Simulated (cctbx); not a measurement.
**Accept or mend?**

Cell a = 4.3790 Å, b = 13.2970 Å, c = 9.7960 Å, α = 90.00°, β = 90.00°, γ = 90.00°; space group Pmmn (no. 59, origin choice 1).

The data are simulated with cctbx, not measured: Mo Kα, λ = 0.71073 Å, to d = 0.8 Å, 50 % of the full sphere, strongest reflection 20000 counts, noise from counting, a 6 % proportional error and a noise floor of 8 counts (s.d.); no absorption.

An anisotropic refinement with weights 1/σ² prints:

```text
Rint 0.055, 684 unique reflections to 0.80 A
cycle     R1     wR2    GooF  max shift (A)
   1  0.2362  0.5146   7.666   0.01430
   2  0.0937  0.2579   3.842   0.00041
final R1 0.0937 wR2 0.2579 GooF 3.842  parameters 46  data/parameter 14.9
atom        x        y        z      Ueq    occ   su(xyz)  su(Uiso or U11)
Pb1    0.50000  0.50000  0.76074   0.0144  1.000  0.00049  0.0023
Ir1    0.00000  0.50000  0.47809   0.0085  1.000  0.00048  0.0020
Sb1    0.50000  0.18156  0.39860  -0.0004  1.000  0.00044  0.0019  NPD
Ir2    0.00000  0.50000  0.01538   0.0115  1.000  0.00050  0.0022
Ir3    0.50000  0.33569  0.01139   0.0076  1.000  0.00030  0.0015
Ce1    0.50000  0.18146  0.75045   0.0116  1.000  0.00049  0.0026
Sb2    0.50000  0.50000  0.17117   0.0243  1.000  0.00092  0.0060
Ir4    0.50000  0.16385  0.14097   0.0484  1.000  0.00060  0.0037
Sb3    0.50000  0.37077  0.47668   0.0199  1.000  0.00063  0.0031
difference map: max 23.42 min -9.56 rms 2.42
Q1    0.0000  0.3090  0.6152    4   23.59  0.18 A from Sb1
Q2    0.0000  0.5000  0.4930    2   11.86  0.15 A from Ir1
Q3    0.0000  0.1710  0.0085    4   11.60  0.21 A from Ir3
Q4    0.0000  0.0000  0.8533    2    9.72  0.24 A from Sb2
Q5    0.0000  0.3123  0.2313    4    7.69  0.20 A from Ce1
Q6    0.0000  0.0000  0.2500    2    7.67  0.11 A from Pb1
```

Q: Accept it or mend it, and why?

Mend it. The fault: elements exchanged: Ir4 is Sb and Sb1 is Ir. Against the right model at the same level, R1 goes from 0.0251 to 0.0937 and GooF from 0.90 to 3.84, U of Sb1 shrinks from 0.0297 to -0.0004 Å², U of Ir4 swells from 0.0202 to 0.0484 Å², the top difference peak, 23.6 e/Å³, lies on Sb1 and Sb1 goes non-positive-definite. Ir4 has 26 electrons too many and its U swells to shed them, as expected; Sb1 has 26 electrons too few and its U shrinks to make up, as expected.

The compound is Ce2Sb5Ir6Pb. The right model at the same level gives:

```text
Rint 0.055, 684 unique reflections to 0.80 A
cycle     R1     wR2    GooF  max shift (A)
   1  0.0469  0.1166   1.736   0.00464
   2  0.0251  0.0604   0.899   0.00000
final R1 0.0251 wR2 0.0604 GooF 0.899  parameters 46  data/parameter 14.9
atom        x        y        z      Ueq    occ   su(xyz)  su(Uiso or U11)
Pb1    0.50000  0.50000  0.76100   0.0178  1.000  0.00012  0.0005
Ir1    0.00000  0.50000  0.47853   0.0119  1.000  0.00011  0.0005
Ir2    0.50000  0.18144  0.39828   0.0297  1.000  0.00010  0.0005
Ir3    0.00000  0.50000  0.01596   0.0149  1.000  0.00012  0.0005
Ir4    0.50000  0.33544  0.01091   0.0108  1.000  0.00007  0.0003
Ce1    0.50000  0.18152  0.75126   0.0150  1.000  0.00011  0.0006
Sb1    0.50000  0.50000  0.17011   0.0264  1.000  0.00022  0.0013
Sb2    0.50000  0.16429  0.13968   0.0202  1.000  0.00014  0.0008
Sb3    0.50000  0.37116  0.47673   0.0227  1.000  0.00015  0.0007
difference map: max 3.01 min -3.65 rms 0.77
Q1    0.0000  0.3398  0.7947    4    3.17  0.65 A from Sb2
Q2    0.0000  0.4528  0.4473    4    3.05  0.70 A from Ir1
Q3    0.0000  0.0983  0.0958    4    3.04  1.37 A from Ir4
Q4    0.0000  0.5000  0.7963    2    3.03  2.15 A from Ir3
Q5    0.0000  0.5000  0.3594    2    2.99  1.17 A from Ir1
Q6    0.0000  0.0000  0.7234    2    2.82  1.04 A from Sb1
```

Isotropic U is held between 0.0001 and 1 Å² by the program, and listed peak heights are interpolated, so they can pass the grid's maximum.

The model is made up (kin elements in a known structure type, no relaxation), so it says nothing on whether the phase exists.

[Middle refinement cycles are left out of these outputs.]

[Logs are printed without paths, hosts, clocks, repeated set-up lines and the standing remarks that a program may print on its own settings, such as how far it seeks lower states.]
